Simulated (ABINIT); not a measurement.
# Beyond one shot: CsCaF3 (Pm-3m), part 3 of 3

How far does self-consistency move the gap of CsCaF3 (Pm-3m)?

ABINIT 10.8.3; LDA and many-body steps on it, plane waves. Known limits of the many-body steps: not at the basis limit; no spin-orbit coupling; coarse k mesh.

So far. Step 10 (evGW, cycle 1): Against G0W0 in ABINIT (2×2×2 mesh, 81 bands, screening to 106.1 eV, Godby-Needs plasmon pole), the gap moves by +1.309 eV. Step 13 (evGW, cycle 2): Against the cycle before, the gap moves by +0.096 eV.

## (15) Screening, 2×2×2 mesh, 81 bands, screening to 106.1 eV

This step: RPA screening on LDA from quasiparticle energies, plane waves, norm-conserving pseudopotentials.

run.abi reads:

```
acell 3*1.0 Angstrom
rprim 
  4.520531030000 0.000000000000 0.000000000000
  0.000000000000 4.520531030000 0.000000000000
  0.000000000000 0.000000000000 4.520531030000
ntypat 3
znucl 55 20 9
natom 5
typat 1 2 3 3 3
xred 
  0.000000000000 0.000000000000 0.000000000000
  0.500000000000 0.500000000000 0.500000000000
  0.000000000000 0.500000000000 0.500000000000
  0.500000000000 0.000000000000 0.500000000000
  0.500000000000 0.500000000000 0.000000000000
pp_dirpath "pseudos"
pseudos "Cs.upf, Ca.upf, F.upf"
ecut 36
ngkpt 2 2 2
nshiftk 1
shiftk 0 0 0
kptopt 1
chksymbreak 0
istwfk *1
occopt 1
irdwfk 1
optdriver 3
nband 81
ecuteps 3.9
inclvkb 2
awtr 1
symchi 1
irdqps 1
gwcalctyp 10
nqptdm 3
qptdm 
  0.5000000000 0.0000000000 0.0000000000
  0.5000000000 0.5000000000 0.0000000000
  0.5000000000 0.5000000000 0.5000000000
indata_prefix "in"
outdata_prefix "out"
tmpdata_prefix "tmp"
```

mrgscr.stdin reads:

```
2
merged
q0_SCR
out_SCR
1
```

On the command line:

```console
> OMP_NUM_THREADS=1 mpirun -n 4 abinit run.abi > log; mrgscr < mrgscr.stdin
```

Numbers of over 12 decimals in the logs are rounded to 6 here.

The log of the run:

```text
.Version 10.8.3 of ABINIT. v10.8.2 released Aug 2026.

 Symmetries : space group Pm -3 m (#221); Bravais cP (primitive cubic)
[... echo of the input left out ...]
== DATASET  1 ==================================================================
-   mpi_nproc: 4, omp_nthreads: 1 (-1 if OMP is not activated)

--- !DatasetInfo
iteration_state: {dtset: 1, }
dimensions: {natom: 5, nkpt: 4, mband: 81, nsppol: 1, nspinor: 1, nspden: 1, mpw: 6488, }
cutoff_energies: {ecut:  36.0, pawecutdg:  -1.0, }
[...]
q-point number  1        q = ( 0.500000, 0.000000, 0.000000) [r.l.u.]
--------------------------------------------------------------------------------
[... chi0 elements left out ...]
  Average fulfillment of the sum rule on Im[epsilon] for q-point    2 :     56.60  [%]

--------------------------------------------------------------------------------
  q-point number  2        q = ( 0.500000, 0.500000, 0.000000) [r.l.u.]
--------------------------------------------------------------------------------
[... chi0 elements left out ...]
  Average fulfillment of the sum rule on Im[epsilon] for q-point    3 :     53.38  [%]

 [... 1 further q-points ...]
```

Run time: 17 s. Hardware: 4 MPI ranks of AMD EPYC 7571, shared host; peak memory 0.71 GiB; 68 s of CPU time.

Numbers from this step:

```
plasma frequency                    : 24.43 eV
plane waves in the screening matrix : 251
```

This screening reads the quasiparticle levels of the cycle before.

## (16) evGW, cycle 3

This step: evGW on LDA, plane waves, norm-conserving pseudopotentials.

Changes to run.abi since step 15:

```diff
@@ -26,12 +26,10 @@
 irdwfk 1
-optdriver 3
+optdriver 4
 nband 81
-ecuteps 3.9
-inclvkb 2
-awtr 1
-symchi 1
-irdqps 1
 gwcalctyp 10
-nqptdm 3
-qptdm 
+ecutsigx 36
+symsigma 1
+nkptgw 4
+kptgw 
+  0.0000000000 0.0000000000 0.0000000000
   0.5000000000 0.0000000000 0.0000000000
@@ -39,2 +37,11 @@
   0.5000000000 0.5000000000 0.5000000000
+bdgw 
+  9 26
+  9 26
+  9 26
+  9 26
+ecuteps 3.9
+irdscr 1
+ppmodel 1
+irdqps 1
 indata_prefix "in"
```

On the command line:

```console
> OMP_NUM_THREADS=1 mpirun -n 4 abinit run.abi > log
```

The log of the run:

```text
.Version 10.8.3 of ABINIT. v10.8.2 released Aug 2026.

 Symmetries : space group Pm -3 m (#221); Bravais cP (primitive cubic)
[... echo of the input left out ...]
== DATASET  1 ==================================================================
-   mpi_nproc: 4, omp_nthreads: 1 (-1 if OMP is not activated)

--- !DatasetInfo
iteration_state: {dtset: 1, }
dimensions: {natom: 5, nkpt: 4, mband: 81, nsppol: 1, nspinor: 1, nspden: 1, mpw: 6488, }
cutoff_energies: {ecut:  36.0, pawecutdg:  -1.0, }
[...]
.  kptgw no:  2; Maximum DeltaE = (   0.004  -0.000) for band index:  8
.  kptgw no:  3; Maximum DeltaE = (   0.003  -0.000) for band index:  5
.  kptgw no:  4; Maximum DeltaE = (   0.003  -0.000) for band index:  4

== END DATASET(S) ==============================================================
================================================================================

 -outvars: echo values of variables after computation  --------
           etotal      0.0000000000E+00
            nband          81
             nkpt           4
          spgroup         221
 [... the other variables as echoed above ...]

 Calculation completed.
```

Wall time 73 s (4 MPI ranks); peak memory 1.3 GiB.

Numbers from this step:

```
quasiparticle gap on the mesh                         : 11.79 eV
gap of the density functional on the mesh             : 6.840 eV
k of the valence top                                  : 0, 0, 0
k of the conduction bottom                            : 0, 0, 0
least direct quasiparticle gap on the computed points : 11.79 eV
```

Against the cycle before, the gap moves by +0.010 eV.

## (17) The runs together

Times are wall times on 4 MPI ranks of AMD EPYC 7571, shared host, good to a factor of about two. A run's time includes the screening step that it read.

```csv
run,mesh,bands,screening cutoff (eV),DFT gap (eV),gap on the mesh (eV),direct (eV),ε∞ used,time
G0W0,2×2×2,81,106.1,6.840,10.375,10.389,2.39,55 s
"evGW0, cycle 1",2×2×2,81,106.1,6.840,11.053,11.053,2.39,1.8 min
"evGW0, cycle 2",2×2×2,81,106.1,6.840,10.899,10.906,2.39,1.9 min
"evGW0, cycle 3",2×2×2,81,106.1,6.840,10.903,10.908,2.39,1.9 min
"evGW, cycle 1",2×2×2,81,106.1,6.840,11.684,11.684,2.06,1.9 min
"evGW, cycle 2",2×2×2,81,106.1,6.840,11.780,11.780,2.01,2 min
"evGW, cycle 3",2×2×2,81,106.1,6.840,11.790,11.790,2.01,1.9 min
```

## (18) Outcome

```
G0W0           : 10.375 eV
evGW0, cycle 1 : 11.053 eV
evGW0, cycle 2 : 10.899 eV
evGW0, cycle 3 : 10.903 eV
evGW, cycle 1  : 11.684 eV
evGW, cycle 2  : 11.780 eV
evGW, cycle 3  : 11.790 eV
known limits   : not at the basis limit; no spin-orbit coupling; coarse k mesh
```

**Reading.** Only the bands that the input lists are updated; the others, empty or deep, keep the functional's energies or take a rigid shift. The evGW loop starts from the last levels of evGW0, so its cycles and time come on top of those. evGW0 ends at 10.90 eV, +0.53 eV from G0W0, after 3 cycles that took 4 min beside the first screening; the last moved the gap by 0.004 eV. evGW ends at 11.79 eV, +1.41 eV from G0W0, after 3 cycles that took 5.8 min beside the first screening; the last moved the gap by 0.010 eV. The first cycle of evGW0 takes the full correction, without the factor Z, so it overshoots the one-shot value. Bands and cutoff are finite, so the gap is not at the basis limit. The miss can reach some tenths of an eV and take either sign; the mesh is an error of its own. The 2×2×2 mesh is coarse for this cell, which bears on the long-range parts of exchange and screening. This is the ideal cubic cell; many perovskites, halides above all, are cubic only on average, and local tilts or off-centring can widen the gap. In the updated screening the q = 0 part is built from Kohn-Sham bands under a rigid shift, the other q from the quasiparticle levels. The many-body steps are scalar-relativistic: spin-orbit coupling is not in them.

[Paths, hosts, dates, memory and timing lines, banners, echoed tables and standing remarks are left out of the program output.]

[Logs are printed without paths, hosts, clocks, repeated set-up lines and the standing remarks that a program may print on its own settings, such as how far it seeks lower states.]

[Runs of the session that timed out or met a known fault of the program may be left out.]

[Hosts, paths, dates, database ids (printed as entryN), source tags and the programs' standing remarks are cut or masked in the printed files.]

[G0W0 gaps are taken among the corrected bands and points alone; a level outside them can change the order at an edge.]

[Where Ansatz stands beside ABINIT at settings called matched, ABINIT's density can come from a denser mesh and the files from another edition; pairs whose starting gaps differed by over 0.03 eV were left out, so agreement reads better than it is.]
